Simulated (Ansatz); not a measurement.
# Mg2C (model cell, started as cuprite): phonons and vibrational spectra, part 2 of 2

Aim: the vibrations of Mg2C (model cell, started as cuprite), their spectra, and whether the structure is stable.

Ansatz 0.2.0; DFT PBE, scalar-relativistic, plane waves, PAW.

So far. Step 4 (Tight relaxation): The forces vanish by symmetry and the pressure is 0.004 GPa, within the tolerances set. The cell now holds 18.88 Å³/atom. The relaxed cell has a = 4.839 Å (conventional setting).

The structure was built from a prototype and need not be the compound's stable phase.

## (5) The dispersion

Stability and thermal properties need the whole zone. Linear response on a 2×2×2 q mesh gives force constants as far as a supercell of that size would.

Input file input.yaml:

```yaml
crystal:
  lattice:
    - [4.8390002607, 0.0, 0.0]
    - [0.0, 4.8390002607, 0.0]
    - [0.0, 0.0, 4.8390002607]
  atoms:
    - { symbol: C, position: [0.0, 0.0, 0.0] }
    - { symbol: C, position: [0.5, 0.5, 0.5] }
    - { symbol: Mg, position: [0.25, 0.25, 0.25] }
    - { symbol: Mg, position: [0.75, 0.75, 0.25] }
    - { symbol: Mg, position: [0.75, 0.25, 0.75] }
    - { symbol: Mg, position: [0.25, 0.75, 0.75] }
kpoints:
  mp_grid: { grid: [6, 6, 6] }
hamiltonian:
  xc: pbe
scf:
  occupations: { method: methfessel_paxton, width: 0.15 }
output:
  eigenvalues: true
phonons:
  method: dfpt
  qmesh: [2, 2, 2]
  temperatures: { t_max: 1000, t_step: 50 }
  qpath:
    path:
      - [[0.0, 0.0, 0.0], [0.0, 0.5, 0.0], [0.5, 0.5, 0.0], [0.0, 0.0, 0.0], [0.5, 0.5, 0.5], [0.0, 0.5, 0.0]]
      - [[0.5, 0.5, 0.5], [0.5, 0.5, 0.0]]
    npoints: 10
```

Launch:

```sh
ansatz run input.yaml --threads 8 --pin off --max-ram 14336MiB --backend cpu --events-out ev --progress --plain --runs-dir out
```

Numbers of over 12 decimals in the logs are rounded to 6 here.

What it wrote:

```text
Warning: phonons: the dynamical matrix that this run interpolates holds no multipole term above the dipole-dipole one, and a site of this crystal is no centre of inversion, so its interpolated transverse optical and acoustic branches and sound speeds can stay off near Gamma, and the density of states and the thermodynamics with them. What a run solves at a wave vector of phonons.qpoints, Gamma apart, where the deck admits one, is free of this, and under fd what a larger phonons.supercell samples
[...]
Crystal: 6 atoms, lattice volume = 113.310 Å³
Basis set: ecut = 420 eV, 2205 PW (Γ), exchange–correlation on 72×72×72 points (8 copies of the dense FFT grid, shifted against one another)
Bands: 30, of which v1, the nominal top of the filled ones, is band 24 counted from 1 (23 counted from 0)
Symmetry: 48 space group operations
k-points: 20 of 216
[...]
SCF iter   1: F=—  HF=-8193.225032 eV  |F-HF|=—  |Δ(HF+E_count)|=         —  Δρ=3.14e-3  dr2=2.16e-2  ethr=1.77e-3  ⟨swp⟩=5.9  Hψ=2698  notcnv=0
[...]
SCF iter   9: F=-8193.221426 eV  HF=-8193.221426 eV  |F-HF|=1.82e-12  |Δ(HF+E_count)|=  1.09e-11  S|Δr|=    0.00e0  Δρ=1.51e-8  dr2=1.52e-13  ethr=1.00e-12  ⟨swp⟩=8.8  Hψ=2723  notcnv=0
SCF 1 converged in 9 iterations: F = -8193.221426 eV  dr2 = 1.52e-13
[...]
SCF iter   2: F=-8193.221426 eV  HF=-8193.221426 eV  |F-HF|=3.64e-12  |Δ(HF+E_count)|=   6.86e-8  S|Δr|=    0.00e0  Δρ=6.01e-8  dr2=4.20e-12  ethr=1.00e-12  ⟨swp⟩=3.4  Hψ=2285  notcnv=0
SCF 2 converged in 2 iterations: F = -8193.221426 eV  dr2 = 4.20e-12
k-points: 40 of 216 (irreducible under 8 space group operations, time reversal used)
[...]
SCF iter   5: F=-8193.222385 eV  HF=-8193.222385 eV  |F-HF|=3.64e-12  |Δ(HF+E_count)|=  9.09e-12  Δρ=7.15e-8  dr2=8.06e-12  ethr=1.00e-12  ⟨swp⟩=2.0  Hψ=2321  notcnv=0
WARN: a fill by count may have filled part of one level: at k-index 0 the highest filled band, 4.425089 eV, and the lowest empty band, 4.425089 eV, stand 8.882e-16 eV apart, within the solve's uncertainty, 1.000e-5 eV. If they are one level, whatever splits it, however little, can move the result. A smearing (`scf.occupations.method` with a `width`) well over the split that the run's distortions make, where the deck  [...]
SCF 3 converged in 5 iterations: F = -8193.222385 eV  dr2 = 8.06e-12
[...]
NSCF: frozen V_eff on 26 k-points
phonons: the run's symmetry doesn't show that the Born effective charges vanish, and it interpolates frequencies without the dipole-dipole term. In a polar insulator or semiconductor they then lack LO-TO splitting, and the branches near Gamma, sound speeds, density of states, thermodynamics and thermal conductivity can be off. Where the input admits it, phonons.dielectric: true or phonons.non_analytic_term supplies t [...]
[...]
DFPT response loops at q = (0, 0, 0) (fractional): preconditioner auto → Kerker (q_TF=auto, 2.364 Å⁻¹) (partly filled bands, converged f_vac=0.000); β = 1.00, the filter's whole step (`scf.mixing.beta` (0.50) is not read by the response loops under this deck's `scf.mixing.preconditioner`; to damp them name `kerker` or `kerker_dos`, under which they read `scf.mixing.beta`, and type it under 1.00, their step now; both keys bind the ground state too); Broyden in place of MSR1
[...]
SCF converged after 9 iterations
[...]
Free energy (F): -8193.221426 eV
[...]
Internal energy: -8193.224469 eV  (E = F + TS)
E sigma→0 (E₀):  -8193.222187 eV
Entropy (-TS):   0.003043 eV (0.507 meV/atom)
Fermi energy:    4.438640 eV
[...]
--- Band table (eV; the first three rows and the last of 20) ---
  k-point 0: bands = [... 20 lower, 2.7626, 3.7169, 4.4248, 4.4248, 4.4248, 5.2066, 5.2066, 10.8813, ... 2 higher]
  k-point 1: bands = [... 20 lower, 2.8711, 3.0440, 4.3227, 4.3227, 5.1589, 5.3703, 5.9322, 9.3099, ... 2 higher]
  k-point 2: bands = [... 20 lower, 3.1737, 3.1737, 4.0258, 4.0258, 5.8619, 6.1107, 6.9723, 7.8327, ... 2 higher]
  k-point 19: bands = [... 20 lower, 2.2150, 2.2828, 2.2828, 2.2828, 8.3439, 8.3439, 8.3439, 8.3877, ... 2 higher]
--- Phonons (Γ-DFPT): 2 representative perturbations + reference (Σ response iterations 6) ---
  ASR residual: 1.288e-5 → 0.000e0 eV/Å²; symmetrization residual: 4.607e-7 eV/Å²
  ASR residual per site (eV/Å²): 5.35e-6 5.35e-6 1.29e-5 1.29e-5 1.29e-5 1.29e-5
  Γ frequencies (cm⁻¹): -54.63 -54.63 -54.63 0.00 0.00 0.00 144.07 144.07 144.07 246.41 246.41 424.11 483.79 483.79 483.79 608.26 608.26 608.26
--- Phonons (arbitrary-q DFPT): 4 irreducible q on the 2×2×2 mesh ---
  q = [0.0000, 0.0000, 0.0000] (star 1, of the zone-centre solve; hermiticity 9.59e-8, symmetrization 8.30e-13): -54.63 -54.63 -54.63 -0.00 0.00 0.00 144.07 144.07 144.07 246.41 246.41 424.11 483.79 483.79 483.79 608.26 608.26 608.26
  q = [0.0000, 0.0000, -0.5000] (star 3, 4 solved perturbations in 284 linear systems a pass and spin channel, the states on 112 of 216 k-point pairs; hermiticity 1.10e-7, symmetrization 3.94e-13): 68.39 68.39 103.27 103.27 146.36 146.36 152.49 152.49 198.79 198.79 258.03 258.03 468.86 468.86 603.33 603.33 613.71 613.71
[...]
sum rule: each row above includes the acoustic sum rule's correction from the zone centre's row sums; it moved no ω² by more than (0.39 cm⁻¹)²
  mesh force constants: q→R imaginary residual 1.98e-17; ASR residual 1.288e-5 → 0.000e0 eV/Å²; symmetrization residual 9.770e-15 eV/Å²
  interpolated dispersion: 62 rows × 18 modes
  density of states and harmonic sums: on the 14×14×14 q-mesh, interpolated from the force constants of a 2×2×2 supercell (no non-analytic term)
  largest difference from the sums on the solved wave vectors: F 3.29e-1 eV, S 4.46e-4 and C_V 1.18e-4 eV/K
  zero-point energy: 0.315808 eV/cell   skipped modes (ω ≤ 0): 64, of them read as no rigid motion or as one in doubt: 61 (3.874e-1 modes/cell left out, lowest -54.63 cm⁻¹)   left out of the sums: 2.16e-2 of the cell's modes: C_V's classical limit lies that fraction below 3 k_B per atom; for a crystal, a wire or a layer, F and S can be off by more, and a phonons.interpolated_qmesh denser along its periods is the remedy for the sampling
```

The job ended after 45 s (8 threads of Arm Neoverse V1, shared host; peak memory 1.2 GiB; 5.7 min of CPU time).

Reading the cycles: dr2 is the Hartree energy of the density residual (eV), the measure of convergence; HF is the Harris–Foulkes estimate of the energy, which meets the free energy F at convergence.

This step gave:

* sum-rule residual before enforcement: 1.29e-5 eV/Å²
* lowest frequency on the path: -54.63 cm⁻¹
* point group: m-3m
* highest frequency on the path or at a solved wavevector: 626.1 cm⁻¹
* highest optical mode at the zone centre (no LO-TO term): 608.3 cm⁻¹
* lowest optical zone-centre mode: -54.63 cm⁻¹
* lowest mode on the q mesh (acoustic modes at Γ apart): -54.63 cm⁻¹

Frequencies (cm⁻¹) solved at each irreducible wavevector; negative means imaginary. Frequencies by wavevector, by row:

| q in reciprocal lattice units | star | mode 1 | mode 2 | mode 3 | mode 4 | mode 16 | mode 17 | mode 18 |
| --- | --- | --- | --- | --- | --- | --- | --- | --- |
| 0 0 0 | 1 | -54.6 | -54.6 | -54.6 | 0 | 608.3 | 608.3 | 608.3 |
| 0 0 -0.5 | 3 | 68.4 | 68.4 | 103.3 | 103.3 | 603.3 | 613.7 | 613.7 |
| 0 -0.5 -0.5 | 3 | -30.9 | -30.9 | 56.5 | 56.5 | 572.3 | 613.1 | 613.1 |
| -0.5 -0.5 -0.5 | 1 | -32.4 | -32.4 | 83 | 83 | 626.1 | 626.1 | 626.1 |

Interpolated from a 2×2×2 q mesh. Phonon branches along the path, in cm⁻¹:

```
    point  branch 1  branch 2  branch 3  branch 4  branch 15  branch 16  branch 17  branch 18
        Γ       -55       -55       -55         0        484        608        608        608
  halfway        35        35        67        83        551        611        611        612
        X        68        68       103       103        603        603        614        614
  halfway        56        56        93        93        588        588        615        615
        M       -31       -31        56        56        572        572        613        613
  halfway       -38        56        67        99        552        606        613        614
        Γ       -55       -55       -55         0        484        608        608        608
  halfway        38        38        79        79        558        601        616        616
        R       -32       -32        83        83        485        626        626        626
  halfway        56        74        80        88        560        599        618        619
        X        68        68       103       103        603        603        614        614
jump to R       -32       -32        83        83        485        626        626        626
  halfway        14        58        58        78        525        610        620        620
        M       -31       -31        56        56        572        572        613        613
```

Tetrahedra on a 14×14×14 mesh, mean over bins of 10 cm-1. Interpolated from a 2×2×2 q mesh. Phonon density of states against wavenumber; read off at these points:

```
wavenumber (cm⁻¹)  phonon density of states (1/cm⁻¹/cell)
              -55                                  5.0e-5
              -25                                  0.0107
                5                                 0.00876
               45                                  0.0288
               75                                  0.0721
               95                                  0.0745
              105                                  0.0479
              135                                  0.0530
              175                                  0.0370
              205                                  0.0471
              235                                  0.0364
              265                                  0.0047
              305                                  0.0122
              335                                  0.0093
              365                                 0.00473
              395                                 0.00205
              435                                       0
              465                                  4.4e-4
              485                                  0.0652
              495                                  0.0515
              525                                 0.00428
              565                                  0.0270
              595                                  0.0381
              615                                   0.185
              625                                  0.0211
```

The partial phonon density of states has structure finer than the step of the table below, so its rows give means over 20 cm⁻¹, whole bins alone (the curve runs from -64.6 to 654 cm⁻¹). Peaks (cm⁻¹: height): C 89.1: 0.0138, 482.5: 0.0608, 613.7: 0.0854; Mg -23.9: 0.0127, 71.0: 0.0592, 188.6: 0.0444, 306.2: 0.0107, 613.7: 0.0627.

Phonopy on the run's constants, 11x11x11 mesh, Gaussian sigma 5.1 cm-1. Interpolated from a 2×2×2 q mesh. Partial phonon density of states against wavenumber; means over each step; values in 1/cm⁻¹/cell:

| wavenumber (cm⁻¹) | C | Mg |
| --- | --- | --- |
| -40 | 7.1e-4 | 0.00509 |
| -20 | 0.00133 | 0.00917 |
| 0 | 5.8e-4 | 0.00357 |
| 20 | 0.00143 | 0.0124 |
| 40 | 0.00372 | 0.0232 |
| 60 | 0.00758 | 0.0432 |
| 80 | 0.0125 | 0.0576 |
| 100 | 0.00917 | 0.0524 |
| 120 | 0.00283 | 0.0510 |
| 140 | 0.00284 | 0.0470 |
| 160 | 0.00195 | 0.0380 |
| 180 | 0.00315 | 0.0411 |
| 200 | 0.00552 | 0.0402 |
| 220 | 0.00372 | 0.0352 |
| 240 | 0.00439 | 0.0214 |
| 260 | 0.00215 | 0.00469 |
| 280 | 0.00291 | 0.00474 |
| 300 | 0.00453 | 0.00749 |
| 320 | 0.00400 | 0.00689 |
| 340 | 0.00334 | 0.00614 |
| 360 | 0.00158 | 0.00336 |
| 380 | 0.00101 | 0.00237 |
| 400 | 4.7e-4 | 0.00150 |
| 420 | 7.2e-5 | 4.3e-4 |
| 440 | 3.2e-6 | 3.0e-5 |
| 460 | 0.00431 | 2.1e-5 |
| 480 | 0.0481 | 4.9e-4 |
| 500 | 0.0435 | 8.7e-4 |
| 520 | 0.00657 | 0.00105 |
| 540 | 0.00582 | 0.00297 |
| 560 | 0.0138 | 0.00806 |
| 580 | 0.0111 | 0.00691 |
| 600 | 0.0325 | 0.0230 |
| 620 | 0.0514 | 0.0373 |
| 640 | 0.00113 | 7.7e-4 |

Symmetry leaves 4 wavevectors to solve. The lowest mode among them, the acoustic zeros apart, lies at Γ and is imaginary, 54.6i cm⁻¹, so the energy falls along it.

## (6) Outcome

```json
{
 "space group after relaxation (within 0.01 Å)": "Pn-3m",
 "volume per atom": "18.9 Å³",
 "electronic character": "no gap on this mesh",
 "highest optical mode at the zone centre (no LO-TO term)": "608 cm⁻¹",
 "lowest optical zone-centre mode": "-54.6 cm⁻¹",
 "lowest mode on the q mesh (acoustic modes at Γ apart)": "-54.6 cm⁻¹",
 "highest frequency on the path or at a solved wavevector": "626 cm⁻¹",
 "imaginary modes on the 2×2×2 q mesh": "yes"
}
```

**Reading.** Modes are clearly imaginary (beyond 10i cm⁻¹) at 3 of the 4 irreducible wavevectors, most at Γ (54.6i cm⁻¹), so this structure is not a minimum of the energy. The optical modes at Γ span -55 to 608 cm⁻¹ (negative means imaginary). With no gap, or one that is small against the smearing, the frequencies hang on the k mesh and the smearing, most of all near Kohn anomalies. The starting cell was built on a prototype and not taken from a measurement, so the phase need not exist. These are harmonic frequencies at zero temperature: anharmonic shifts, linewidths and thermal expansion are left out.

[Logs are printed without paths, hosts, clocks, repeated set-up lines and the standing remarks that a program may print on its own settings, such as how far it seeks lower states.]

[Hosts, paths, dates, database ids (printed as entryN), source tags and the programs' standing remarks are cut or masked in the printed files.]
